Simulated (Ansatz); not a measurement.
Planning a run of Ansatz 0.2.0 on KSrYWO6 (I-4m2). The input:

```yaml
crystal:
  lattice:
    - [0.0, 4.2563938319, 4.19349146]
    - [4.2563938319, 0.0, 4.19349146]
    - [4.2563938319, 4.2563938319, 0.0]
  atoms:
    - { symbol: K, position: [0.25, 0.25, 0.25] }
    - { symbol: Sr, position: [0.75, 0.75, 0.75] }
    - { symbol: "Y", position: [0.5, 0.5, 0.5] }
    - { symbol: W, position: [0.0, 0.0, 0.0] }
    - { symbol: O, position: [0.7699905306, 0.2300094694, 0.2300094694] }
    - { symbol: O, position: [0.2300094694, 0.7699905306, 0.7699905306] }
    - { symbol: O, position: [0.7684400749, 0.7684400749, 0.2315599251] }
    - { symbol: O, position: [0.2315599251, 0.2315599251, 0.7684400749] }
    - { symbol: O, position: [0.2300094694, 0.7699905306, 0.2300094694] }
    - { symbol: O, position: [0.7699905306, 0.2300094694, 0.7699905306] }
kpoints:
  mp_grid: { grid: [4, 4, 4] }
  band_path:
    path:
      - [0.0, 0.0, 0.0]
      - [-0.5, -0.5, 0.0]
      - [-0.375, -0.375, 0.25]
      - [-0.375, 0.0, 0.375]
      - [0.0, 0.0, 0.5]
      - [-0.5, -0.25, 0.25]
      - [-0.2, -0.2, 0.0]
    npoints: 1
hamiltonian:
  xc: hse06
  pseudopotentials: { kind: paw, azcp: { folder: soft_1 } }
scf:
  occupations: { method: fixed }
  n_extra_bands: 7
output:
  eigenvalues: true
  write_density: true
  write_potential: true
  elf: true
  volumetric_format: npy
```

```sh
ansatz run input.yaml --threads 2 --pin off --max-ram 92160MiB --backend cuda --events-out ev --progress --plain --runs-dir out --devices 1 --max-vram 13GiB
```

Q: Estimate wall time and host memory on 1 × NVIDIA H100 80GB HBM3 (shared by 6 runs) with 2 threads of AMD EPYC 7R13 (Zen 3), shared host.

It took 41 s; on shared hardware allow 20 s to 82 s. Peak host memory was 1.4 GiB. The sizes that set the cost: 2943 plane waves a state, 13 irreducible k points and 19 SCF cycles.

Exact exchange couples every pair of k points and filled bands, so it costs far more than a semilocal run.

[Paths, hosts, dates, memory and timing lines, banners, echoed tables and standing remarks are left out of the program output.]

[Logs are printed without paths, hosts, clocks, repeated set-up lines and the standing remarks that a program may print on its own settings, such as how far it seeks lower states.]

[Runs of the session that timed out or met a known fault of the program may be left out.]

[Cells called generated may have been cut or substituted from an entry of the Crystallography Open Database or the Materials Project.]

[Hosts, paths, dates, database ids (printed as entryN), source tags and the programs' standing remarks are cut or masked in the printed files.]
